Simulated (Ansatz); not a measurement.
# Tc of TiC (Fm-3m) from its phonons, part 2 of 2

Wanted: λ, ω_log and Tc of TiC (Fm-3m). The cell shown first is a relaxed one, from steps not shown here.

Ansatz 0.2.0; DFT PBE, scalar-relativistic, plane waves, PAW; PAW set soft_1.

So far, coupling constant λ: step 2 (resistivity: q 4×4×4, k 12×12×12, scattering 16×16×16) 0.207; step 3 (k-mesh 16×16×16, scattering mesh 20×20×20) 0.199. Also log mean phonon energy ħω_log (meV): step 2 48.8; step 3 48.4.

### Step 4. Electron–phonon run: q 4×4×4, k 20×20×20, scattering 28×28×28

The next rung changes the k mesh of the density and its response; the scattering mesh, which samples the Fermi surface.

input.yaml reads:

```yaml
crystal:
  lattice:
    - [0.0, 2.1662575957, 2.1662575957]
    - [2.1662575957, 0.0, 2.1662575957]
    - [2.1662575957, 2.1662575957, 0.0]
  atoms:
    - { symbol: Ti, position: [0.0, 0.0, 0.0] }
    - { symbol: C, position: [0.5, 0.5, 0.5] }
kpoints:
  mp_grid: { grid: [20, 20, 20] }
hamiltonian:
  xc: pbe
  pseudopotentials: { kind: paw, azcp: { folder: soft_1 } }
scf:
  occupations: { method: methfessel_paxton, width: 0.2 }
output:
  eigenvalues: true
phonons:
  method: dfpt
  qmesh: [4, 4, 4]
  temperatures: { t_max: 1000, t_step: 50 }
  qpath:
    path:
      - [[0.0, 0.0, 0.0], [0.5, 0.0, 0.5], [0.625, 0.25, 0.625]]
      - [[0.375, 0.375, 0.75], [0.0, 0.0, 0.0], [0.5, 0.5, 0.5], [0.5, 0.25, 0.75], [0.5, 0.0, 0.5]]
    npoints: 6
  electrical_resistivity:
    mesh: [28, 28, 28]
    temperatures: [20.0, 50.0, 80.0, 100.0, 150.0, 200.0, 273.0, 300.0, 400.0, 500.0, 600.0, 800.0]
  superconductivity: { mesh: [28, 28, 28] }
```

Launch:

```bash
$ ansatz run input.yaml --threads 16 --pin off --max-ram 92160MiB --backend cuda --events-out ev --progress --plain --runs-dir out --max-vram 78GiB
```

Numbers of over 12 decimals in the logs are rounded to 6 here.

Log:

```text
[...]
Crystal: 2 atoms, lattice volume = 20.331 Å³
Basis set: ecut = 420 eV, 411 PW (Γ), exchange–correlation on 48×48×48 points (8 copies of the dense FFT grid, shifted against one another)
Bands: 12, of which v1, the nominal top of the filled ones, is band 8 counted from 1 (7 counted from 0)
Symmetry: 48 space group operations
k-points: 256 of 8000
[...]
SCF iter   1: F=—  HF=-2753.332709 eV  |F-HF|=—  |Δ(HF+E_count)|=         —  Δρ=1.43e-1  dr2=5.45e0  ethr=3.10e-3  ⟨swp⟩=4.9  Hψ=14647  notcnv=0
[...]
SCF iter   2: F=—  HF=-2752.797444 eV  |F-HF|=—  |Δ(HF+E_count)|=   5.35e-1  S|Δr|=    0.00e0  Δρ=9.98e-2  dr2=2.72e0  ethr=3.10e-3  ⟨swp⟩=2.0  Hψ=6120  notcnv=0
[...]
SCF iter   9: F=-2752.274523 eV  HF=-2752.274523 eV  |F-HF|=9.09e-13  |Δ(HF+E_count)|=  1.73e-11  S|Δr|=    0.00e0  Δρ=1.23e-8  dr2=1.13e-14  ethr=1.00e-12  ⟨swp⟩=4.6  Hψ=11092  notcnv=0
SCF 1 converged in 9 iterations: F = -2752.274523 eV  dr2 = 1.13e-14
[...]
SCF iter   2: F=-2752.274523 eV  HF=-2752.274523 eV  |F-HF|=4.55e-13  |Δ(HF+E_count)|=  2.27e-12  S|Δr|=    0.00e0  Δρ=1.69e-8  dr2=5.75e-14  ethr=1.00e-12  ⟨swp⟩=3.3  Hψ=9676  notcnv=0
SCF 2 converged in 2 iterations: F = -2752.274523 eV  dr2 = 5.75e-14
[...]
SCF 3 converged in 9 iterations: F = -2752.274523 eV  dr2 = 1.18e-14
[...]
SCF converged after 9 iterations
[...]
vibrations of 64 cells: unjudged by the run; compare a larger repeat
[...]
--- Superconductivity: potentials and phonons of a 4×4×4 supercell ---
           mesh         λ    ħω_log (meV)  μ* declared at (meV)
       28×28×28    0.2058          48.171               56.286
       14×14×14    0.1931          49.050               56.793
          7×7×7    0.2438          49.214               56.450
  λ by the species' shares of the modes' patterns: Ti 0.0873, C 0.1184
[...]
0.08      0.009         0.009    none_found    none_found    none_found    none_found     none_found
      0.10      0.001         0.001    none_found    none_found    none_found    none_found     none_found
      0.12      0.000         0.000    none_found    none_found    none_found    none_found     none_found
      0.13      0.000         0.000    none_found    none_found    none_found    none_found     none_found
      0.14      0.000         0.000    none_found    none_found    none_found    none_found     none_found
      0.16      0.000         0.000    none_found    none_found    none_found    none_found     none_found
      0.20          -             -    none_found    none_found    none_found    none_found     none_found
  none_found: no transition down to 0.1 K
[...]
vibrations of 64 cells: unjudged by the run; compare a larger repeat
[...]
```

The job ended after 35 s (1 × NVIDIA GB200 with 16 threads of Arm Neoverse V2, shared host; peak memory 2.9 GiB; 5.2 min of CPU time).

This step gave:

- zero-point energy: 0.1637 eV/cell
- highest frequency, solved or plainly interpolated: 717.5 cm⁻¹
- resistivity at 300 K: 13.71 μΩ cm
- coupling constant λ: 0.2058
- density of states at the Fermi level: 0.1441 states/eV a spin and cell
- log mean phonon energy ħω_log: 48.17 meV
- transport coupling constant λ_tr: 0.2228, 0.2228, 0.2228 (xx, yy, zz)
- Drude plasma energy: 3.571, 3.571, 3.571 eV (xx, yy, zz)
- resistivity times mean free path: 23.88, 23.88, 23.88 × 10⁻¹⁶ Ω m² (xx, yy, zz)
- second-moment phonon energy ħω₂: 56.29 meV
- coupling λ by branch: 0.0366, 0.0281, 0.0196, 0.0478, 0.0423, 0.0313 (branches by rank of frequency)

An empty cell: under 1 mK by a formula, or no transition down to the floor of the Eliashberg search. Transition temperatures:

```tsv
μ*	McMillan Tc (K)	Allen–Dynes Tc (K)
0.08	0.00902	0.00907
0.1	-	-
0.12	-	-
0.13	-	-
0.14	-	-
0.16	-	-
0.2	-	-
```

The Eliashberg function α²F has structure finer than the step of the table below, so its rows give means over 2.5 meV, whole bins alone (the curve runs from 0.347 to 88.6 meV). Peaks (meV: height): α²F 35.09: 0.245, 62.89: 0.820; α²F tr 35.09: 0.230, 62.89: 0.919.

Table of Eliashberg function α²F by phonon energy; means over each step:

```tsv
phonon energy (meV)	α²F	α²F tr
2.5	6.4e-5	0
5.0	5.7e-4	1.8e-4
7.5	0.00166	8.3e-4
10.0	0.00331	0.00257
12.5	0.00554	0.00547
15.0	0.00780	0.00860
17.5	0.00984	0.0115
20.0	0.0110	0.0129
22.5	0.0119	0.0139
25.0	0.0150	0.0184
27.5	0.0218	0.0280
30.0	0.0340	0.0438
32.5	0.0608	0.0731
35.0	0.147	0.145
37.5	0.0579	0.0579
40.0	0.0439	0.0346
42.5	0.0449	0.0415
45.0	0.0367	0.0292
47.5	0.0178	0.0156
50.0	0.00475	0.00485
52.5	2.1e-5	3.1e-5
55.0	0	0
57.5	0	0
60.0	0	0
62.5	0.385	0.430
65.0	0.481	0.521
67.5	0.196	0.222
70.0	0.148	0.166
72.5	0.154	0.170
75.0	0.0920	0.109
77.5	0.0677	0.0866
80.0	0.0743	0.0877
82.5	0.0355	0.0348
85.0	0.0124	0.0159
```

The Eliashberg function α²F has structure finer than the step of the table below, so its rows give means over 2.5 meV, whole bins alone (the curve runs from 0.347 to 88.6 meV). Peaks (meV: height): α²F 35.09: 0.245, 62.89: 0.820; Ti 35.09: 0.243, 43.43: 0.0935, 62.89: 0.0977; C 62.89: 0.722.

Table of Eliashberg function α²F by phonon energy; means over each step:

```tsv
phonon energy (meV)	α²F	Ti	C
2.5	6.4e-5	5.1e-5	0
5.0	5.7e-4	5.0e-4	1.1e-4
7.5	0.00166	0.00138	3.2e-4
10.0	0.00331	0.00274	5.9e-4
12.5	0.00554	0.00464	9.0e-4
15.0	0.00780	0.00667	0.00117
17.5	0.00984	0.00853	0.00135
20.0	0.0110	0.00964	0.00140
22.5	0.0119	0.0106	0.00132
25.0	0.0150	0.0136	0.00145
27.5	0.0218	0.0201	0.00169
30.0	0.0340	0.0321	0.00189
32.5	0.0608	0.0588	0.00199
35.0	0.147	0.145	0.00181
37.5	0.0579	0.0570	9.1e-4
40.0	0.0439	0.0432	7.2e-4
42.5	0.0449	0.0444	5.3e-4
45.0	0.0367	0.0365	3.0e-4
47.5	0.0178	0.0177	1.0e-4
50.0	0.00475	0.00473	4.9e-6
52.5	2.1e-5	2.1e-5	0
55.0	0	0	0
57.5	0	0	0
60.0	0	0	0
62.5	0.385	0.0428	0.343
65.0	0.481	0.0248	0.456
67.5	0.196	0.00905	0.186
70.0	0.148	0.00516	0.142
72.5	0.154	0.00399	0.150
75.0	0.0920	0.00273	0.0893
77.5	0.0677	0.00264	0.0650
80.0	0.0743	0.00259	0.0718
82.5	0.0355	5.9e-4	0.0349
85.0	0.0124	1.5e-4	0.0123
```

### Step 5. What came out

| Quantity | Value |
| --- | --- |
| meshes | q 4×4×4, k 20×20×20, scattering 28×28×28 |
| coupling constant λ | 0.206 |
| log mean phonon energy ħω_log | 48.2 meV |

In words: In the last run (PBE, q 4×4×4, k 20×20×20, scattering 28×28×28), with λ = 0.21 and ħω_log = 48.2 meV, Tc at μ* = 0.13 is under 1 mK by the formulas. In that run Allen and Dynes's formula gives no transition above 0.05 K at μ* = 0.10 or more. By the run's own test λ is not converged in the fine mesh: it moves by 6 % between the two finest, and by up to 66 % in the other runs. The run's transport test calls it not converged in the mesh; ρ(300 K) moves by 5 % in the component that moves most. Over the runs, λ takes the values 0.207, 0.199 and 0.206, in the order shown. μ* is a typed number, phonons are harmonic, and spin fluctuations are left out; with λ this near or under μ*(1 + 0.62 λ), the formulas give Tc only to its order of magnitude, or none.

[Logs are printed without paths, hosts, clocks, repeated set-up lines and the standing remarks that a program may print on its own settings, such as how far it seeks lower states.]

[Hosts, paths, dates, database ids (printed as entryN), source tags and the programs' standing remarks are cut or masked in the printed files.]
